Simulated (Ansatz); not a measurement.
# LiZnI3 in Amm2, a phase reached by a soft mode: a soft mode frozen in, part 2 of 3

Wanted: the energy along a soft mode of LiZnI3 in Amm2, a phase reached by a soft mode and the structure at the end.

Ansatz 0.2.0; DFT PBEsol, scalar-relativistic, plane waves, PAW; PAW set soft_1.

So far. Step 4 (The mode frozen in, largest atomic shift 0.32 Å): The run ends at a pressure of -0.41 GPa, with forces up to 0.10 eV/Å. Step 5 (Energy along the mode, all amplitudes (two of the runs …): The lowest of the steps tried is at 0.32 Å, 1.81 meV/atom below the parent; the bottom of the well need not coincide with a step.

The structure was built from a prototype and need not be the compound's stable phase.

## (6) Relaxation from the frozen mode

Starting from the lowest point found, all atoms and the cell are let go, so that strain and other modes of the same symmetry can join in.

File input.yaml:

```yaml
crystal:
  lattice:
    - [4.1741905316, 0.0, 0.0]
    - [0.0, 4.0237859317, 6.198798808]
    - [0.0, -4.0237859317, 6.198798808]
  atoms:
    - { symbol: Li, position: [0.0, 0.845037607, 0.7991558749] }
    - { symbol: Zn, position: [0.5, 0.4256437912, 0.4340413266] }
    - { symbol: I, position: [0.5, 0.6103719347, 0.0505224728] }
    - { symbol: I, position: [0.5, 0.045672125, 0.5258594547] }
    - { symbol: I, position: [0.0, 0.5205106729, 0.5983555985] }
kpoints:
  mp_grid: { grid: [6, 4, 4] }
hamiltonian:
  xc: pbesol
  pseudopotentials: { kind: paw, azcp: { folder: soft_1 }, xc_functional: pbe }
scf:
  occupations: { method: fixed }
output:
  forces: true
  stress: true
  eigenvalues: true
relax:
  adjacent_minimum: "off"
  f_tol: 0.002
  max_steps: 120
  cell: { stress_tol: 0.03 }
```

Run with:

```sh
> ansatz run input.yaml --threads 4 --pin off --max-ram 16384MiB --backend cpu --events-out ev --progress --plain --runs-dir out
```

Numbers of over 12 decimals in the logs are rounded to 6 here.

The log of the run:

```text
[...]
Crystal: 5 atoms, lattice volume = 208.231 Å³
Basis set: ecut = 420 eV, 4077 PW (Γ), exchange–correlation on 60×100×100 points (8 copies of the dense FFT grid, shifted against one another)
Bands: 40, of which v1, the nominal top of the filled ones, is band 33 counted from 1 (32 counted from 0)
Symmetry: 2 space group operations
[...]
k-points: 40 of 96 (time reversal used)
[...]
SCF iter   1: F=—  HF=-25786.342618 eV  |F-HF|=—  |Δ(HF+E_count)|=         —  Δρ=5.09e-2  dr2=4.67e0  ethr=3.10e-3  ⟨swp⟩=5.4  Hψ=6125  notcnv=0  defer=174
[...]
SCF iter  10: F=-25784.901163 eV  HF=-25784.901163 eV  |F-HF|=7.95e-8  |Δ(HF+E_count)|=   6.92e-7  Δρ=4.94e-6  dr2=6.62e-8  ethr=1.52e-10  ⟨swp⟩=16.1  Hψ=11268  notcnv=0
SCF 1 converged in 10 iterations: F = -25784.901163 eV  dr2 = 6.62e-8
[...]
relax step   1: F+E_penalty+E_count = -25784.90116308 eV  Δ(F+E_penalty+E_count) = +0.000e0 eV  max|allowed force component| = 8.847e-2 eV/Å  Δτ_max = 0.0000 Å  P = -0.410 GPa  Ω = 208.231 Å³  (10 SCF iters, dr2 threshold 1.00e-7 eV, accepted)
Crystal: 5 atoms, lattice volume = 205.096 Å³
Basis set: ecut = 420 eV, 4021 PW (Γ), exchange–correlation on 60×100×100 points (8 copies of the dense FFT grid, shifted against one another)
[...]
iter 1 solved again at ethr=4.76e-6 eV; its pass at ethr=3.10e-3 eV (dr2=3.14e-3 eV) is discarded
[...]
SCF iter   6: F=-25784.910300 eV  HF=-25784.910299 eV  |F-HF|=4.60e-7  |Δ(HF+E_count)|=   1.99e-6  Δρ=7.36e-6  dr2=2.16e-7  ethr=7.58e-10  ⟨swp⟩=15.2  Hψ=10183  notcnv=0
SCF 2 converged in 6 iterations: F = -25784.910300 eV  dr2 = 2.16e-7
relax step   2: F+E_penalty+E_count = -25784.91029960 eV  Δ(F+E_penalty+E_count) = -9.137e-3 eV  max|allowed force component| = 7.821e-2 eV/Å  Δτ_max = 0.0627 Å  P = +0.038 GPa  Ω = 205.096 Å³  energy of the carried Pulay correction = +4.238e-4 eV  (6 SCF iters, dr2 threshold 5.00e-7 eV, accepted)
Crystal: 5 atoms, lattice volume = 202.748 Å³
Basis set: ecut = 420 eV, 3957 PW (Γ), exchange–correlation on 60×100×100 points (8 copies of the dense FFT grid, shifted against one another)
[...]
SCF iter   6: F=-25784.917806 eV  HF=-25784.917806 eV  |F-HF|=3.62e-7  |Δ(HF+E_count)|=   1.86e-6  Δρ=7.67e-6  dr2=2.08e-7  ethr=5.79e-10  ⟨swp⟩=15.2  Hψ=10332  notcnv=0
SCF 3 converged in 6 iterations: F = -25784.917806 eV  dr2 = 2.08e-7
relax step   3: F+E_penalty+E_count = -25784.91780634 eV  Δ(F+E_penalty+E_count) = -7.507e-3 eV  max|allowed force component| = 6.300e-2 eV/Å  Δτ_max = 0.0628 Å  P = +0.078 GPa  Ω = 202.748 Å³  energy of the carried Pulay correction = +7.482e-4 eV  (6 SCF iters, dr2 threshold 3.82e-7 eV, accepted)
[... from here on, the SCF cycles and remarks between the steps are left out ...]
relax step   4: F+E_penalty+E_count = -25784.94284780 eV  Δ(F+E_penalty+E_count) = -2.504e-2 eV  max|allowed force component| = 7.880e-2 eV/Å  Δτ_max = 0.1961 Å  P = -0.134 GPa  Ω = 198.101 Å³  energy of the carried Pulay correction = +1.409e-3 eV  (7 SCF iters, dr2 threshold 2.48e-7 eV, accepted)
relax step   5: F+E_penalty+E_count = -25784.97215682 eV  Δ(F+E_penalty+E_count) = -2.931e-2 eV  max|allowed force component| = 8.666e-2 eV/Å  Δτ_max = 0.1999 Å  P = -0.303 GPa  Ω = 192.743 Å³  energy of the carried Pulay correction = +2.205e-3 eV  (7 SCF iters, dr2 threshold 3.88e-7 eV, accepted)
relax step   6: F+E_penalty+E_count = -25785.00338990 eV  Δ(F+E_penalty+E_count) = -3.123e-2 eV  max|allowed force component| = 1.026e-1 eV/Å  Δτ_max = 0.1956 Å  P = -0.280 GPa  Ω = 186.213 Å³  energy of the carried Pulay correction = +3.225e-3 eV  (7 SCF iters, dr2 threshold 5.00e-7 eV, accepted)
relax step   7: F+E_penalty+E_count = -25785.02600630 eV  Δ(F+E_penalty+E_count) = -2.262e-2 eV  max|allowed force component| = 1.558e-1 eV/Å  Δτ_max = 0.1920 Å  P = -0.268 GPa  Ω = 178.645 Å³  energy of the carried Pulay correction = +4.485e-3 eV  (7 SCF iters, dr2 threshold 5.00e-7 eV, accepted)
relax step   8: F+E_penalty+E_count = -25785.00427912 eV  Δ(F+E_penalty+E_count) = +2.173e-2 eV  max|allowed force component| = 4.878e-1 eV/Å  Δτ_max = 0.1988 Å  P = +0.176 GPa  Ω = 172.326 Å³  energy of the carried Pulay correction = +5.607e-3 eV  (7 SCF iters, dr2 threshold 5.00e-7 eV, rejected (line search))
relax step   9: F+E_penalty+E_count = -25785.04272941 eV  Δ(F+E_penalty+E_count) = -1.672e-2 eV  max|allowed force component| = 6.725e-2 eV/Å  Δτ_max = 0.0948 Å  P = -0.088 GPa  Ω = 175.221 Å³  energy of the carried Pulay correction = +5.084e-3 eV  (11 SCF iters, accepted)
relax step  10: F+E_penalty+E_count = -25785.04818378 eV  Δ(F+E_penalty+E_count) = -5.454e-3 eV  max|allowed force component| = 3.617e-2 eV/Å  Δτ_max = 0.0504 Å  P = -0.066 GPa  Ω = 173.268 Å³  energy of the carried Pulay correction = +5.435e-3 eV  (6 SCF iters, dr2 threshold 2.83e-7 eV, accepted)
relax step  11: F+E_penalty+E_count = -25785.04866559 eV  Δ(F+E_penalty+E_count) = -4.818e-4 eV  max|allowed force component| = 1.249e-1 eV/Å  Δτ_max = 0.1469 Å  P = -0.075 GPa  Ω = 167.485 Å³  energy of the carried Pulay correction = +6.514e-3 eV  (8 SCF iters, dr2 threshold 8.18e-8 eV, rejected (line search))
relax step  12: F+E_penalty+E_count = -25785.05064150 eV  Δ(F+E_penalty+E_count) = -2.458e-3 eV  max|allowed force component| = 8.460e-2 eV/Å  Δτ_max = 0.0704 Å  P = +0.069 GPa  Ω = 170.982 Å³  energy of the carried Pulay correction = +5.854e-3 eV  (11 SCF iters, accepted)
relax step  13: F+E_penalty+E_count = -25785.05264863 eV  Δ(F+E_penalty+E_count) = -2.007e-3 eV  max|allowed force component| = 5.288e-3 eV/Å  Δτ_max = 0.0436 Å  P = +0.007 GPa  Ω = 169.788 Å³  energy of the carried Pulay correction = +6.077e-3 eV  (6 SCF iters, dr2 threshold 4.47e-7 eV, accepted)
relax step  14: F+E_penalty+E_count = -25785.05268673 eV  Δ(F+E_penalty+E_count) = -3.809e-5 eV  max|allowed force component| = 1.125e-2 eV/Å  Δτ_max = 0.0108 Å  P = -0.010 GPa  Ω = 169.743 Å³  energy of the carried Pulay correction = +6.085e-3 eV  (7 SCF iters, dr2 threshold 1.75e-9 eV, accepted)
relax step  15: F+E_penalty+E_count = -25785.05272581 eV  Δ(F+E_penalty+E_count) = -3.909e-5 eV  max|allowed force component| = 6.877e-3 eV/Å  Δτ_max = 0.0029 Å  P = -0.001 GPa  Ω = 169.605 Å³  energy of the carried Pulay correction = +6.111e-3 eV  (6 SCF iters, dr2 threshold 7.92e-9 eV, accepted)
relax step  16: F+E_penalty+E_count = -25785.05273439 eV  Δ(F+E_penalty+E_count) = -8.576e-6 eV  max|allowed force component| = 6.075e-4 eV/Å  Δτ_max = 0.0013 Å  P = -0.001 GPa  Ω = 169.595 Å³  energy of the carried Pulay correction = +6.113e-3 eV  (5 SCF iters, dr2 threshold 2.96e-9 eV, accepted)
Basis set: ecut = 420 eV, 3299 PW (Γ), exchange–correlation on 60×96×90 points (8 copies of the dense FFT grid, shifted against one another)
[...]
SCF iter   7: F=-25785.048158 eV  HF=-25785.048158 eV  |F-HF|=0.00e0  |Δ(HF+E_count)|=  1.56e-10  Δρ=9.08e-8  dr2=1.23e-11  ethr=1.00e-12  ⟨swp⟩=17.2  Hψ=13040  notcnv=0
SCF 17 converged in 7 iterations: F = -25785.048158 eV  dr2 = 1.23e-11
relax step  17: F+E_penalty+E_count = -25785.04815801 eV  Δ(F+E_penalty+E_count) = +4.576e-3 eV  max|allowed force component| = 6.346e-4 eV/Å  Δτ_max = 0.0000 Å  P = -0.015 GPa  Ω = 169.595 Å³  stress off target by 2.29e-2 GPa  SCF on the basis re-selected at this cell (its energy is not comparable with the rows above)  (7 SCF iters)
basis re-selected at this cell: Δ(F+E_penalty+E_count) = +4.576e-3 eV, ΔP = -0.014 GPa vs the last step (what re-selecting the basis moved, of the pressure what is left beyond the Pulay correction that the steps carried, after the strain that the cell walked since its last selection, with what the two solves' SCF thresholds leave and, on support functions, any second-order correction that the steps lacked; it is no measure of the basis error at this ecutwfc). The dense FFT grid was sized anew with the basis: this SCF ran on 30×48×45 points, the steps before it on 30×50×50, so part of this shift can come from that change (see relax.cell in the input reference). [rest of the remark cut]
SCF converged after 7 iterations
Free energy (F): -25785.048158 eV
[...]
Internal energy: -25785.048158 eV  (E = F + TS)
E sigma→0 (E₀):  -25785.048158 eV
Fermi energy:    4.044606 eV
[...]
--- Forces (eV/Å), atoms counted from 1 ---
  atom   1  Li     0.00000000     0.00008747     0.00028482
  atom   2  Zn     0.00000000     0.00044876    -0.00037368
  atom   3  I     -0.00000000    -0.00003875    -0.00024833
  atom   4  I      0.00000000     0.00013712    -0.00005946
  atom   5  I     -0.00000000    -0.00063463     0.00039700
  max |Σ_I F_I| component: 3.47e-7 eV/Å
--- Stress (GPa, compression-positive) ---
       -0.008038       0.000000       0.000000
        0.000000      -0.022183       0.002348
        0.000000       0.002348      -0.014588
  P = ⅓ Tr σ = -0.0149 GPa (-0.149 kbar)
--- Band table (eV; the first three rows and the last of 40) ---
  k-point 0: bands = [... 29 lower, 3.6524, 3.6914, 3.8755, 4.0446, 6.7367, 8.5327, 10.1899, 10.3645, ... 3 higher]
  k-point 1: bands = [... 29 lower, 3.0621, 3.6143, 3.6551, 3.9478, 7.0796, 8.7682, 9.5641, 10.0444, ... 3 higher]
  k-point 2: bands = [... 29 lower, 3.2368, 3.3235, 3.6597, 3.7956, 6.9803, 9.0545, 9.2178, 9.9058, ... 3 higher]
  k-point 39: bands = [... 29 lower, 2.4948, 2.7734, 3.0830, 3.5785, 7.5100, 8.6671, 9.0143, 9.1273, ... 3 higher]
--- Relaxed structure (16 steps of the walk, 14 accepted, 1 SCFs on fresh bases) ---
  F+E_penalty+E_count = -25785.04815801 eV   max|allowed force component| = 6.346e-4 eV/Å   (the final SCF, on the basis selected at the relaxed cell)
  cell:  # Å, volume = 169.5948 Å³
    - [4.125032, 0.0, 0.0]
    - [0.0, 3.707724, 5.953535]
    - [0.0, -3.344751, 5.717921]
  atoms:
    - { symbol: Li, position: [0.0, 0.821169, 0.740382] }
    - { symbol: Zn, position: [0.500000, 0.408585, 0.463184] }
    - { symbol: I, position: [0.500000, 0.740806, 0.069484] }
    - { symbol: I, position: [0.500000, 0.063910, 0.419073] }
    - { symbol: I, position: [0.0, 0.412766, 0.715812] }
```

It took 2.4 min on 4 threads of Arm Neoverse V1, shared host; peak memory 0.67 GiB; 9.6 min of CPU time.

Relaxation path:

| step | energy less that of the first step (eV) | largest force component (eV/Å) | pressure (GPa) | volume (Å³) |
| --- | --- | --- | --- | --- |
| 1 | 0.0000 | 0.0885 | -0.41 | 208.23 |
| 2 | -0.0091 | 0.0782 | 0.04 | 205.10 |
| 3 | -0.0166 | 0.0630 | 0.08 | 202.75 |
| 4 | -0.0417 | 0.0788 | -0.13 | 198.10 |
| 5 | -0.0710 | 0.0867 | -0.30 | 192.74 |
| 6 | -0.1022 | 0.1026 | -0.28 | 186.21 |
| 7 | -0.1248 | 0.1558 | -0.27 | 178.65 |
| 8 | -0.1031 | 0.4878 | 0.18 | 172.33 |
| 9 | -0.1416 | 0.0672 | -0.09 | 175.22 |
| 10 | -0.1470 | 0.0362 | -0.07 | 173.27 |
| 11 | -0.1475 | 0.1249 | -0.08 | 167.49 |
| 12 | -0.1495 | 0.0846 | 0.07 | 170.98 |
| 13 | -0.1515 | 0.0053 | 0.01 | 169.79 |
| 14 | -0.1515 | 0.0113 | -0.01 | 169.74 |
| 15 | -0.1516 | 0.0069 | 0.00 | 169.61 |
| 16 | -0.1516 | 0.0006 | 0.00 | 169.59 |
| 17* | -0.1470 | 0.0006 | -0.01 | 169.59 |

Relaxation steps marked * repeat the geometry before them on a plane-wave basis chosen anew for their cell, so energy and pressure can jump there. Relaxation steps 8, 11 were tried and not accepted.

The run keeps the 2 symmetry operations that it works with, so distortions that break them were not tested.

| cell as run | before | after | change |
| --- | --- | --- | --- |
| a (Å) | 4.174 | 4.125 | -1.2 % |
| b (Å) | 7.390 | 7.014 | -5.1 % |
| c (Å) | 7.390 | 6.624 | -10.4 % |
| α (°) | 65.98 | 62.24 | -5.7 % |
| volume (Å³/atom) | 41.65 | 33.92 | -18.6 % |

The atoms that moved most (Å, as changes of fractional coordinates times the final cell):

| atom | dx | dy | dz | length |
| --- | --- | --- | --- | --- |
| I3 | 0.000 | 0.420 | 0.885 | 0.980 |
| I5 | 0.000 | -0.792 | 0.030 | 0.793 |
| I4 | 0.000 | 0.425 | -0.502 | 0.658 |
| Li1 | 0.000 | 0.108 | -0.478 | 0.490 |
| Zn2 | 0.000 | -0.161 | 0.065 | 0.173 |

The relaxed structure:

```cif
data_structure
_symmetry_space_group_name_H-M 'P 1'
_symmetry_Int_Tables_number 1
_cell_length_a 4.1250
_cell_length_b 7.0137
_cell_length_c 6.6243
_cell_angle_alpha 62.240
_cell_angle_beta 90.000
_cell_angle_gamma 90.000
_cell_volume 169.59
loop_
_atom_site_label
_atom_site_type_symbol
_atom_site_fract_x
_atom_site_fract_y
_atom_site_fract_z
_atom_site_occupancy
Li1 Li 0.00000 0.82117 0.74038 1
Zn2 Zn 0.50000 0.40858 0.46318 1
I3 I 0.50000 0.74081 0.06948 1
I4 I 0.50000 0.06391 0.41907 1
I5 I 0.00000 0.41277 0.71581 1
```

This step gave:

```
pressure          : -0.01494 GPa
gap on the k-mesh : 2.692 eV
volume per atom   : 33.92 Å³
```

The distorted start has space group Pm; the relaxation ends in Pm.

## (7) The new phase in its own primitive cell

The relaxed structure is symmetrised, reduced to its primitive cell and relaxed tightly, as its phonons need.

input.yaml, the sections that differ from step 6:

```yaml
crystal:
  lattice:
    - [6.6243473178, 0.0, 0.0]
    - [0.0, 4.1250322209, 0.0]
    - [-3.266801052, 0.0, 6.2064328279]
  atoms:
    - { symbol: Li, position: [0.7403818612, 0.0, 0.1788312105] }
    - { symbol: Zn, position: [0.4631838601, 0.5, 0.5914152431] }
    - { symbol: I, position: [0.0694843968, 0.5, 0.2591937092] }
    - { symbol: I, position: [0.4190728124, 0.5, 0.9360901947] }
    - { symbol: I, position: [0.7158117969, 0.0, 0.5872335117] }
kpoints:
  mp_grid: { grid: [4, 6, 4] }
relax:
  adjacent_minimum: "off"
  f_tol: 0.001
  max_steps: 60
  cell: { stress_tol: 0.01 }
# hamiltonian, scf, output: as in step 6
```

The log of the run:

```text
[...]
Crystal: 5 atoms, lattice volume = 169.595 Å³
Basis set: ecut = 420 eV, 3299 PW (Γ), exchange–correlation on 90×60×96 points (8 copies of the dense FFT grid, shifted against one another)
Bands: 40, of which v1, the nominal top of the filled ones, is band 33 counted from 1 (32 counted from 0)
Symmetry: 2 space group operations
[...]
k-points: 40 of 96 (time reversal used)
[...]
cell:  # Å, volume = 169.1916 Å³
    - [6.615986, 0.0, -0.00534448]
    - [0.0, 4.124207, 0.0]
    - [-3.267685, 0.0, 6.203383]
  atoms:
    - { symbol: Li, position: [0.739954, 0.0, 0.178860] }
    - { symbol: Zn, position: [0.463630, 0.5, 0.591586] }
    - { symbol: I, position: [0.069320, 0.5, 0.258687] }
    - { symbol: I, position: [0.418119, 0.5, 0.935601] }
    - { symbol: I, position: [0.716911, 0.0, 0.588030] }
[key lines of the parts left out:]
SCF converged after 7 iterations
Free energy (F): -25785.048185 eV
Fermi energy:    4.070764 eV
P = ⅓ Tr σ = 0.0009 GPa (0.009 kbar)
```

Wall time 52 s (4 threads); peak memory 0.6 GiB.

Relaxation path:

| step | energy less that of the first step (eV) | largest force component (eV/Å) | pressure (GPa) | volume (Å³) |
| --- | --- | --- | --- | --- |
| 1 | 0.0000 | 0.0007 | -0.01 | 169.59 |
| 2 | 0.0000 | 0.0020 | 0.00 | 169.39 |
| 3 | -0.0001 | 0.0068 | 0.00 | 169.15 |
| 4 | -0.0001 | 0.0006 | 0.00 | 169.24 |
| 5 | -0.0001 | 0.0005 | 0.00 | 169.21 |
| 6 | -0.0001 | 0.0006 | 0.00 | 169.19 |
| 7* | 0.0000 | 0.0006 | 0.00 | 169.19 |

Relaxation steps marked * repeat the geometry before them on a plane-wave basis chosen anew for their cell, so energy and pressure can jump there. Relaxation step 3 was tried and not accepted.

Forces are held to the 2 operations that the run works with; a distortion that breaks them can't arise in this run.

| cell as run | before | after | change |
| --- | --- | --- | --- |
| a (Å) | 6.624 | 6.616 | -0.1 % |
| b (Å) | 4.125 | 4.124 | -0.0 % |
| c (Å) | 7.014 | 7.011 | -0.0 % |
| β (°) | 117.76 | 117.82 | +0.1 % |
| volume (Å³/atom) | 33.92 | 33.84 | -0.2 % |

Final coordinates:

```cif
data_structure
_symmetry_space_group_name_H-M 'P 1'
_symmetry_Int_Tables_number 1
_cell_length_a 6.6160
_cell_length_b 4.1242
_cell_length_c 7.0114
_cell_angle_alpha 90.000
_cell_angle_beta 117.825
_cell_angle_gamma 90.000
_cell_volume 169.19
loop_
_atom_site_label
_atom_site_type_symbol
_atom_site_fract_x
_atom_site_fract_y
_atom_site_fract_z
_atom_site_occupancy
Li1 Li 0.73995 0.00000 0.17886 1
Zn2 Zn 0.46363 0.50000 0.59159 1
I3 I 0.06932 0.50000 0.25869 1
I4 I 0.41812 0.50000 0.93560 1
I5 I 0.71691 0.00000 0.58803 1
```

Numbers from this step:

- pressure: 9.43e-4 GPa
- volume per atom: 33.84 Å³
- direct gap on mesh: 2.692 eV

The largest force component left is 0.57 meV/Å and the pressure is 0.001 GPa, within the tolerances set. The cell now holds 33.84 Å³/atom.

(Part 2 of 3 ends here.)

[Logs are printed without paths, hosts, clocks, repeated set-up lines and the standing remarks that a program may print on its own settings, such as how far it seeks lower states.]

[Hosts, paths, dates, database ids (printed as entryN), source tags and the programs' standing remarks are cut or masked in the printed files.]
